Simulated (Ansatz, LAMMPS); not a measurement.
# Amorphous 29Ga2O3-71GeO2 (mol %) (86 atoms): support functions against a reference

Aim: test how closely localised support functions follow the reference on amorphous 29Ga2O3-71GeO2 (mol %) (86 atoms), and at what cost. A setting counts as converged where the r.m.s. difference of forces stays under 1 % of the r.m.s. force.

Main program and level: Ansatz 0.2.0; Kohn-Sham DFT, PBE, PAW (set soft_2), plane waves.

## (1) The structure

The cell holds 86 atoms: 14 Ga, 17 Ge and 55 O. Its edges and angles: a = 11.142 Å, b = 11.142 Å, c = 11.142 Å, α = 90.0°, β = 90.0°, γ = 90.0°. 86 atoms (14 Fe, 17 Ge, 55 O) placed at random at 3.54 g/cm³, melted at 5000 K for 10 ps at fixed volume with the Morse and Coulomb pair potential with partial charges (Pedone, Malavasi, Menziani, Cormack and Segre, J. Phys. Chem. B 110, 11780 (2006)). Quenched from 5000 K to 300 K at 100 K/ps and fixed volume, held 5 ps, then minimised at fixed cell. Then Fe was replaced by Ga and the cell scaled by 1.006 (the potential has no terms for the new elements, so the cell is a start for a DFT relaxation).

What the set-up can't give: The quench rate of 100 K/ps is orders of magnitude faster than experiment, which tends to freeze in extra defects. The starting topology of bonds comes from the classical model, and needn't be the one that DFT or experiment would give. Only the Γ point is sampled, in a cell whose shortest periodic width is 11 Å.

## (2) Making the structure

A classical potential makes the cell, at a small fraction of what the same run would cost in DFT.

This step: classical MD, Morse and Coulomb pair potential with partial charges (Pedone, Malavasi, Menziani, Cormack and Segre, J. Phys. Chem. B 110, 11780 (2006)) (LAMMPS 22 Jul 2025 - Update 4).

in.lmp

```
# melt-quench of Fe14Ge17O55
units metal
atom_style charge
boundary p p p
region box block 0 11.0757 0 11.0757 0 11.0757
create_box 3 box
mass 1 55.8450   # Fe
mass 2 72.6300   # Ge
mass 3 15.9990   # O
create_atoms 1 random 14 207841 NULL overlap 1.5 maxtry 2000
create_atoms 2 random 17 207848 NULL overlap 1.5 maxtry 2000
create_atoms 3 random 55 207855 NULL overlap 1.5 maxtry 2000
pair_style hybrid/overlay pedone 5.5 coul/long 8.0
pair_coeff * * coul/long
pair_coeff 1 3 pedone 0.418981 1.620376 2.382183 2   # Fe-O
pair_coeff 2 3 pedone 0.158118 2.294230 2.261313 5   # Ge-O
pair_coeff 3 3 pedone 0.042395 1.379316 3.618701 22   # O-O
set type 1 charge 1.8
set type 2 charge 2.4
set type 3 charge -1.2
kspace_style pppm 1.0e-4
neigh_modify delay 0 every 1 check yes
thermo_style custom step time temp pe press density
thermo_modify norm yes
timestep 0.002
thermo 100
min_style cg
minimize 1e-4 1e-4 200 2000
reset_timestep 0
velocity all create 5000 207842 mom yes dist gaussian
fix lim all nve/limit 0.05
fix lan all langevin 5000 5000 0.2 207843 zero yes
thermo 500
run 1000 post no
# [... 10 lines left out ...]
thermo 1250
fix md all nvt temp 300 300 0.2
run 2500 post no
unfix md
thermo 100
min_style cg
minimize 0 1e-3 2000 20000
write_dump all custom glass.dump id type xs ys zs modify sort id
```

Started as:

```sh
lmp -in in.lmp -log none -nocite
```

The program printed:

```text
LAMMPS (22 Jul 2025 - Update 4)
Created orthogonal box = (0 0 0) to (11.0757 11.0757 11.0757)
Created 14 atoms
Created 17 atoms
Created 55 atoms
PPPM initialization ...
  G vector (1/distance) = 0.38096592
  grid = 12 12 12
  estimated relative force accuracy = 6.0181753e-05
   Step          Time           Temp          PotEng         Press         Density
         0   0              0             -2.9474729      418096.7       3.5400288
        73   0.146          0             -14.837943     -43784.859      3.5400288
Loop time of 0.0431869 s on 1 MPI rank(s) for 73 steps with 86 atoms
Minimization stats:
  Stopping criterion = energy tolerance
  Energy initial, next-to-last, final =
      -2.9474729434217  -14.8371042473636     -14.8379429883
  Force two-norm initial, final = 249.45651 4.0997772
  Iterations, force evaluations = 73 87
   Step          Time           Temp          PotEng         Press         Density
         0   0              5000          -14.837943     -597.25418      3.5400288
       500   1              2492.7657     -14.618648     -24759.177      3.5400288
      1000   2              2509.3803     -14.654191     -54907.983      3.5400288
Loop time of 0.388764 s on 1 MPI rank(s) for 1000 steps with 86 atoms
   Step          Time           Temp          PotEng         Press         Density
[... 2 lines left out ...]
      2499   4.998          4767.8836     -14.154188     -13034.392      3.5400288
      3332   6.664          5481.1934     -14.157375     -1816.307       3.5400288
      4165   8.33           4740.6656     -14.120034      21377.776      3.5400288
      4998   9.996          5251.2903     -14.136424     -14633.539      3.5400288
      5831   11.662         5344.0195     -14.141283     -34153.75       3.5400288
[... 1 line left out ...]
Loop time of 2.04246 s on 1 MPI rank(s) for 5000 steps with 86 atoms
   Step          Time           Temp          PotEng         Press         Density
[... 12 lines left out ...]
Loop time of 9.10602 s on 1 MPI rank(s) for 23500 steps with 86 atoms
   Step          Time           Temp          PotEng         Press         Density
[... 2 lines left out ...]
     31250   62.5           335.5832      -15.0351       -64806.87       3.5400288
     32000   64             322.69781     -15.036069     -63796.916      3.5400288
Loop time of 0.888165 s on 1 MPI rank(s) for 2500 steps with 86 atoms
   Step          Time           Temp          PotEng         Press         Density
     32000   64             322.69781     -15.036069     -63796.916      3.5400288
     32011   64.022         322.69781     -15.073848     -57407.062      3.5400288
Loop time of 0.026226 s on 1 MPI rank(s) for 11 steps with 86 atoms
Minimization stats:
  Stopping criterion = linesearch alpha is zero
  Energy initial, next-to-last, final =
     -15.0360685747262  -15.0738480932037  -15.0738480932037
  Force two-norm initial, final = 12.339209 0.8554868
  Iterations, force evaluations = 11 57
```

It took 13 s on 1 thread of Arm Neoverse V1, shared host; peak memory 0.071 GiB.

## (3) Plane-wave single point

The first run uses the default basis; a harder plane-wave run follows as the reference for the support functions.

input.yaml

```yaml
crystal:
  lattice:
    - [11.14215, 0.0, 0.0]
    - [0.0, 11.14215, 0.0]
    - [0.0, 0.0, 11.14215]
  atoms:
    - { symbol: Ga, position: [0.95068, 0.80986, 0.51091] }
    - { symbol: Ga, position: [0.82063, 0.39331, 0.89444] }
    - { symbol: Ga, position: [0.31977, 0.84708, 0.80286] }
    - { symbol: Ga, position: [0.85683, 0.88776, 0.74765] }
    - { symbol: Ga, position: [0.19419, 0.63786, 0.92544] }
    - { symbol: Ga, position: [0.06994, 0.98106, 0.27492] }
    - { symbol: Ga, position: [0.95626, 0.56574, 0.73489] }
    - { symbol: Ga, position: [0.58333, 0.90847, 0.70092] }
    - { symbol: Ga, position: [0.30429, 0.89601, 0.52139] }
    - { symbol: Ga, position: [0.76827, 0.34994, 0.60522] }
    - { symbol: Ga, position: [0.45146, 0.08579, 0.34304] }
    - { symbol: Ga, position: [0.84893, 0.03519, 0.99941] }
    - { symbol: Ga, position: [0.88808, 0.17022, 0.27342] }
    - { symbol: Ga, position: [0.6687, 0.98344, 0.21255] }
    - { symbol: Ge, position: [0.74114, 0.41627, 0.2016] }
    - { symbol: Ge, position: [0.70332, 0.69133, 0.35118] }
    - { symbol: Ge, position: [0.53931, 0.56124, 0.57088] }
    - { symbol: Ge, position: [0.04379, 0.83916, 0.01864] }
    - { symbol: Ge, position: [0.74653, 0.05239, 0.48717] }
    - { symbol: Ge, position: [0.53275, 0.22467, 0.09168] }
    - { symbol: Ge, position: [0.17828, 0.25376, 0.32401] }
    - { symbol: Ge, position: [0.04449, 0.24964, 0.85374] }
    - { symbol: Ge, position: [0.10793, 0.03188, 0.64633] }
    - { symbol: Ge, position: [0.55368, 0.82547, 0.00825] }
    - { symbol: Ge, position: [0.34002, 0.84928, 0.23303] }
    - { symbol: Ge, position: [0.03864, 0.47266, 0.48728] }
    - { symbol: Ge, position: [0.67438, 0.65562, 0.82477] }
    - { symbol: Ge, position: [0.09771, 0.69981, 0.28267] }
    - { symbol: Ge, position: [0.252, 0.62542, 0.62407] }
    - { symbol: Ge, position: [0.66531, 0.15586, 0.81715] }
    - { symbol: Ge, position: [0.25576, 0.36073, 0.04943] }
    - { symbol: O, position: [0.39111, 0.9197, 0.36686] }
    - { symbol: O, position: [0.21183, 0.9477, 0.72467] }
    - { symbol: O, position: [0.22651, 0.95039, 0.20526] }
    - { symbol: O, position: [0.17963, 0.02094, 0.50749] }
    - { symbol: O, position: [0.70788, 0.80198, 0.78406] }
    - { symbol: O, position: [0.05001, 0.83137, 0.35949] }
    - { symbol: O, position: [0.3821, 0.56031, 0.57213] }
    - { symbol: O, position: [0.56924, 0.08048, 0.7253] }
    - { symbol: O, position: [0.12247, 0.53684, 0.61037] }
    - { symbol: O, position: [0.0407, 0.61697, 0.87232] }
    - { symbol: O, position: [0.47332, 0.8683, 0.88016] }
    - { symbol: O, position: [0.18727, 0.81378, 0.95664] }
    - { symbol: O, position: [0.11081, 0.34593, 0.43268] }
    - { symbol: O, position: [0.42952, 0.86619, 0.63597] }
    - { symbol: O, position: [0.60817, 0.68597, 0.96235] }
    - { symbol: O, position: [0.83691, 0.3283, 0.28847] }
    - { symbol: O, position: [0.77597, 0.04572, 0.83189] }
    - { symbol: O, position: [0.05764, 0.58105, 0.3747] }
    - { symbol: O, position: [0.906, 0.45472, 0.56699] }
    - { symbol: O, position: [0.57506, 0.61962, 0.71236] }
    - { symbol: O, position: [0.77916, 0.18959, 0.54786] }
    - { symbol: O, position: [0.79414, 0.41748, 0.05478] }
    - { symbol: O, position: [0.31815, 0.1902, 0.35036] }
    - { symbol: O, position: [0.27684, 0.67487, 0.77087] }
    - { symbol: O, position: [0.62542, 0.43279, 0.56512] }
    - { symbol: O, position: [0.78671, 0.55017, 0.81507] }
    - { symbol: O, position: [0.61212, 0.32564, 0.1807] }
    - { symbol: O, position: [0.67152, 0.92075, 0.04187] }
    - { symbol: O, position: [0.39544, 0.28911, 0.0574] }
    - { symbol: O, position: [0.83392, 0.72449, 0.4247] }
    - { symbol: O, position: [0.19376, 0.33459, 0.19106] }
    - { symbol: O, position: [0.93725, 0.18703, 0.94764] }
    - { symbol: O, position: [0.4487, 0.83066, 0.12549] }
    - { symbol: O, position: [0.72001, 0.55838, 0.26463] }
    - { symbol: O, position: [0.25803, 0.51056, 0.01054] }
    - { symbol: O, position: [0.78799, 0.09882, 0.15617] }
    - { symbol: O, position: [0.92923, 0.72339, 0.66231] }
    - { symbol: O, position: [0.60943, 0.19016, 0.95928] }
    - { symbol: O, position: [0.59453, 0.65446, 0.45891] }
    - { symbol: O, position: [0.21706, 0.75253, 0.54521] }
    - { symbol: O, position: [0.61996, 0.06202, 0.39404] }
    - { symbol: O, position: [0.72785, 0.93831, 0.58867] }
    - { symbol: O, position: [0.96954, 0.37865, 0.8056] }
    - { symbol: O, position: [0.51765, 0.09428, 0.17977] }
    - { symbol: O, position: [0.07595, 0.15682, 0.73251] }
    - { symbol: O, position: [0.86036, 0.02979, 0.3811] }
    - { symbol: O, position: [0.2525, 0.72476, 0.2686] }
    - { symbol: O, position: [0.1656, 0.29291, 0.93971] }
    - { symbol: O, position: [0.94475, 0.88111, 0.90523] }
    - { symbol: O, position: [0.97659, 0.95161, 0.62469] }
    - { symbol: O, position: [0.9906, 0.95757, 0.11282] }
    - { symbol: O, position: [0.0613, 0.1516, 0.28948] }
    - { symbol: O, position: [0.04982, 0.72777, 0.13418] }
    - { symbol: O, position: [0.67083, 0.82429, 0.27618] }
    - { symbol: O, position: [0.731, 0.29302, 0.77811] }
kpoints:
  mp_grid: { grid: [1, 1, 1] }
hamiltonian:
  xc: pbe
scf:
  occupations: { method: fixed }
output:
  forces: true
  stress: true
  populations: intrinsic
  dos:
    method: { smearing: { sigma: 0.1 } }
    de: 0.1
    projected: { site_lists: { Ga: [Ga], Ge: [Ge], O: [O] } }
  eigenvalues: true
  write_density: true
  write_potential: true
  volumetric_format: npy
  elf: true
```

Started as:

```sh
ansatz run input.yaml --threads 4 --pin off --max-ram 8192MiB --backend cpu --events-out ev --progress --plain --runs-dir out
```

The program printed:

```text
Engine: ansatz 0.2.0, aarch64-unknown-linux-gnu
Pseudopotentials: kind: paw
Pseudopotential: Ga, paw, valence charge 13, recommended cutoff 420 eV (normal), Ga.paw.azcp
Pseudopotential: Ge, paw, valence charge 14, recommended cutoff 420 eV (normal), Ge.paw.azcp
Pseudopotential: O, paw, valence charge 6, recommended cutoff 420 eV (normal), O.paw.azcp
[... 5 lines on functional and potentials left out ...]
Crystal: 86 atoms, lattice volume = 1383.270 Å³
Basis set: ecut = 420 eV, 27081 PW (Γ), exchange–correlation on 150×150×150 points (8 copies of the dense FFT grid, shifted against one another)
Bands: 461, of which v1, the nominal top of the filled ones, is band 375 counted from 1 (374 counted from 0)
Symmetry: 1 space group operations
Space group: P1 (ITA 1), of the structure as read, at distance tolerance 1.1e-4 Å
k-points: 1
[... 7 lines on functional and potentials left out ...]
Initial density: superposition of atomic densities (neutral atoms: chi_scale 0, normalization atom), corrected by the library's trained network
Initial wavefunctions: pseudopotential atomic-orbital guess
Functional: x = pbe(κ = 0.804, μ = 0.219515), c = pbe(β = 0.066725)
SCF iter   1: F=—  HF=-157176.171611 eV  |F-HF|=—  |Δ(HF+E_count)|=         —  Δρ=2.81e-3  dr2=1.48e-1  ethr=1.77e-3  ⟨swp⟩=5.0  Hψ=1533  notcnv=0  defer=84
preconditioner: auto → Resta (q_TF=auto, 2.464 Å⁻¹)  ε∞=3.1  [insulator: Δε(μ)=0.909 eV  Ē_g=18.944 eV  n_scr=364 (ndim 8)  ℏωp=27.3 eV  f_vac=0.268  ε∞_Penn≈3.1  vacuum switching on, ρ_ref=2.6e-2 e/Å³]
SCF iter   2: F=—  HF=-157176.157483 eV  |F-HF|=—  |Δ(HF+E_count)|=   1.41e-2  Δρ=1.61e-3  dr2=2.43e-2  ethr=1.97e-5  ⟨swp⟩=3.0  Hψ=824  notcnv=0  defer=84
SCF iter   3: F=—  HF=-157176.157138 eV  |F-HF|=—  |Δ(HF+E_count)|=   3.45e-4  Δρ=6.57e-4  dr2=6.29e-3  ethr=3.24e-6  ⟨swp⟩=3.0  Hψ=653  notcnv=0  defer=84
SCF iter   4: F=—  HF=-157176.157401 eV  |F-HF|=—  |Δ(HF+E_count)|=   2.63e-4  Δρ=2.23e-4  dr2=6.00e-4  ethr=8.39e-7  ⟨swp⟩=2.0  Hψ=626  notcnv=0  defer=84
SCF iter   5: F=—  HF=-157176.157572 eV  |F-HF|=—  |Δ(HF+E_count)|=   1.71e-4  Δρ=1.20e-4  dr2=1.79e-4  ethr=8.00e-8  ⟨swp⟩=2.0  Hψ=663  notcnv=0  defer=84
SCF iter   6: F=—  HF=-157176.157585 eV  |F-HF|=—  |Δ(HF+E_count)|=   1.24e-5  Δρ=3.33e-5  dr2=1.25e-5  ethr=2.38e-8  ⟨swp⟩=2.0  Hψ=663  notcnv=0  defer=82
SCF iter   7: F=—  HF=-157176.155729 eV  |F-HF|=—  |Δ(HF+E_count)|=   1.86e-3  Δρ=1.57e-5  dr2=2.72e-6  ethr=1.67e-9  ⟨swp⟩=2.0  Hψ=831  notcnv=0  defer=82
SCF iter   8: F=—  HF=-157176.155730 eV  |F-HF|=—  |Δ(HF+E_count)|=   7.17e-7  Δρ=5.10e-6  dr2=3.12e-7  ethr=3.63e-10  ⟨swp⟩=2.0  Hψ=655  notcnv=0  defer=82
SCF iter   9: F=-157176.155730 eV  HF=-157176.155730 eV  |F-HF|=2.24e-9  |Δ(HF+E_count)|=   1.03e-7  Δρ=2.01e-6  dr2=4.51e-8  ethr=1.33e-11  ⟨swp⟩=15.0  Hψ=3559  notcnv=0
SCF 1 converged in 9 iterations: F = -157176.155730 eV  dr2 = 4.51e-8
  greatest PAW one-centre occupation: 0.999 electrons in one spin orbital (limit 2), on the Ge atom at site 17 (counted from 0), in its partial waves of l = 2
WARN: The input density's exchange-correlation potential varies sharply where the density is thin. Do not read a vacuum level from v_tot or v_xc, or from such a field of the output density. On a cell that repeats whose density bears no net charge and no dipole along the vacuum's axis use v_es (v_loc + v_h of the components); [...]
SCF converged after 9 iterations
Free energy (F): -157176.155730 eV
Harris-Foulkes:  -157176.155730 eV  (|F-HF|=2.24e-9)
Internal energy: -157176.155730 eV  (E = F + TS)
E sigma→0 (E₀):  -157176.155730 eV
Fermi energy:    3.501925 eV
--- Per-component energies (eV) ---
  E_band       = -6637.670290
  E_kinetic    = 13092.226431
  E_local      = -125300.026558  (includes V_loc(G=0)·N_el)
  E_nonlocal   = 15953.033551
  E_hartree    = 55034.167584
  E_xc         = -6213.953264
  E_vxc        = -6972.351816  (∫ρ·V_xc dr)
  E_paw        = -71142.413583  (= ΣΔE_a)
  E_vpaw       = -13479.020358  (= ΣTr[D̂ρ^β])
  E_aug_tail   = 0.139243  (compensation charges beyond the density's cutoff)
  E_ewald      = -38599.329133
  E_smearing   = -0.000000  (= −TS)
  E_closure    = -0.000000  (closes the sum)
  Σ components = -157176.155730   (vs F -157176.155730, Δ=0.00e0)
--- Forces (eV/Å), atoms counted from 1 ---
  atom   1  Ga    -0.80252631    -1.02410520     0.05680888
  atom   2  Ga    -0.07792362    -0.29349912     1.00606398
  atom   3  Ga    -0.02852993     0.37827918    -0.84924703
  atom   4  Ga     0.40523855    -0.42218147     0.00709987
  atom   5  Ga    -1.03141401    -0.79756407    -0.56832285
  atom   6  Ga     1.45105209    -1.10082179    -1.38862446
  atom   7  Ga     0.84109165     1.34368193     0.84011677
  atom   8  Ga    -0.28195012     1.00224037    -0.29479265
  atom   9  Ga    -0.26545107    -0.17511772     0.88615843
  atom  10  Ga    -1.42392008    -1.00762100    -0.71841476
  atom  11  Ga    -0.12878343     0.17707733    -0.46166962
  atom  12  Ga     0.99512623     0.60338681    -0.60663714
  atom  13  Ga    -1.23682059     0.47545550     0.48750477
  atom  14  Ga     0.31252821    -0.75569527    -0.12618664
[...]
atom  85  O     -0.66555324     0.98166730    -0.83310895
  atom  86  O      0.87810249     2.21732580    -0.67864137
  max |Σ_I F_I| component: 1.22e-4 eV/Å
--- Stress (GPa, compression-positive) ---
       -2.548714       0.696924       0.944784
        0.696924      -2.577806      -0.069494
        0.944784      -0.069494      -2.911104
  P = ⅓ Tr σ = -2.6792 GPa (-26.792 kbar)
--- Band table (eV) ---
  k-point 0: bands = ["-21.9908", "-21.9744", "-21.9016", "-21.7433", [... 445 levels ...], "12.1732", "12.2487", "12.2921", "12.3403", "12.3605", "12.4287", "12.4833", "12.5160", "12.6293", "12.6568", "12.6769", "12.7365"]
--- intrinsic populations: 86 sites ---
  site symbol       q [e]
     0     Ga     11.9737
     1     Ga     11.9322
     2     Ga     11.9222
[...]
85      O      6.7190
  spilling = 0.000000 (of n_electrons = 750.000000)
```

The job ended after 34 s (4 threads of Arm Neoverse V1, shared host; peak memory 2 GiB; 2.1 min of CPU time).

In the SCF lines HF is the Harris–Foulkes energy and dr2 the Hartree energy of the density residual, in eV; the loop may stop once dr2 is under the threshold and the program's other checks hold. Hψ counts applications of the Hamiltonian.

The program notes that the exchange-correlation potential is rough where the density is thin.

Read from the output:

```yaml
free_energy: -157176.1557 eV
free_energy_per_atom: -1827.6297 eV/atom
scf_cycles: 9
pressure: -2.679 GPa
r_m_s_force_component: 0.9685 eV/Å
longest_force: 3.103 eV/Å
fermi_energy: 3.502 eV
spacing_of_highest_filled_and_lowest_empty_level: 0.7831 eV
```

The r.m.s. force component of 0.97 eV/Å and the pressure of -2.7 GPa set the scale for the differences below.

## (4) Plane waves at 750 eV (750 eV)

A harder cutoff gives the support functions a reference with less basis error.

input.yaml, the sections that differ from step 3:

```yaml
output:
  forces: true
  eigenvalues: true
basis:
  ecutwfc: "750 eV"
# crystal, kpoints, hamiltonian, scf: as in step 3
```

The program printed:

```text
[...]
Crystal: 86 atoms, lattice volume = 1383.270 Å³
Basis set: ecut = 750 eV, 64493 PW (Γ), exchange–correlation on 200×200×200 points (8 copies of the dense FFT grid, shifted against one another)
Bands: 461, of which v1, the nominal top of the filled ones, is band 375 counted from 1 (374 counted from 0)
Symmetry: 1 space group operations
[...]
k-points: 1
[...]
SCF iter   1: F=—  HF=-157176.646044 eV  |F-HF|=—  |Δ(HF+E_count)|=         —  Δρ=2.96e-3  dr2=1.49e-1  ethr=1.77e-3  ⟨swp⟩=5.0  Hψ=1882  notcnv=0  defer=82
[...]
SCF iter   3: F=—  HF=-157176.624236 eV  |F-HF|=—  |Δ(HF+E_count)|=   1.44e-3  Δρ=7.10e-4  dr2=6.78e-3  ethr=3.42e-6  ⟨swp⟩=2.0  Hψ=652  notcnv=0  defer=57
automatic band count: iteration 3 solves 434 bands in place of 461: the levels show a gap, and the empty bands left out lie too high to hold charge; the band table lists the bands solved (type scf.n_extra_bands for more)
SCF iter   4: F=—  HF=-157176.623925 eV  |F-HF|=—  |Δ(HF+E_count)|=   3.11e-4  Δρ=2.32e-4  dr2=6.44e-4  ethr=9.04e-7  ⟨swp⟩=2.0  Hψ=626  notcnv=0  defer=57
[...]
SCF iter   9: F=-157176.621797 eV  HF=-157176.621797 eV  |F-HF|=4.60e-9  |Δ(HF+E_count)|=   4.92e-8  Δρ=2.06e-6  dr2=4.68e-8  ethr=1.33e-11  ⟨swp⟩=13.0  Hψ=2167  notcnv=0
SCF 1 converged in 9 iterations: F = -157176.621797 eV  dr2 = 4.68e-8
[...]
SCF converged after 9 iterations
Free energy (F): -157176.621797 eV
[...]
Internal energy: -157176.621797 eV  (E = F + TS)
E sigma→0 (E₀):  -157176.621797 eV
Fermi energy:    3.501498 eV
[...]
Σ components = -157176.621797   (vs F -157176.621797, Δ=0.00e0)
--- Forces (eV/Å), atoms counted from 1 ---
  atom   1  Ga    -0.80299675    -1.02374918     0.05639406
  atom   2  Ga    -0.07789967    -0.29329667     1.00639082
  atom   3  Ga    -0.02923834     0.37809624    -0.84990462
  atom   4  Ga     0.40521814    -0.42216925     0.00709279
[...]
atom  86  O      0.87554248     2.21192918    -0.67667815
  max |Σ_I F_I| component: 1.42e-4 eV/Å
--- Band table (eV) ---
[...]
```

It took 50 s on 4 threads; peak memory 4.1 GiB; 3.2 min of CPU time.

Forces differ from the reference by 2.8 meV/Å r.m.s., 0.28 % of their size, well within a tolerance of 1 %; the energy by -5.4 meV/atom. It took roughly 1.5 times the reference's time (one timing each, with unlike analyses asked), in 9 cycles against 9.

(Continued in part 2 of 3.)

[Long decimals in the printed logs are rounded to 6 places.]

[Logs are printed without paths, hosts, clocks, repeated set-up lines and the standing remarks that a program may print on its own settings, such as how far it seeks lower states.]

[Hosts, paths, dates, database ids (printed as entryN), source tags and the programs' standing remarks are cut or masked in the printed files.]
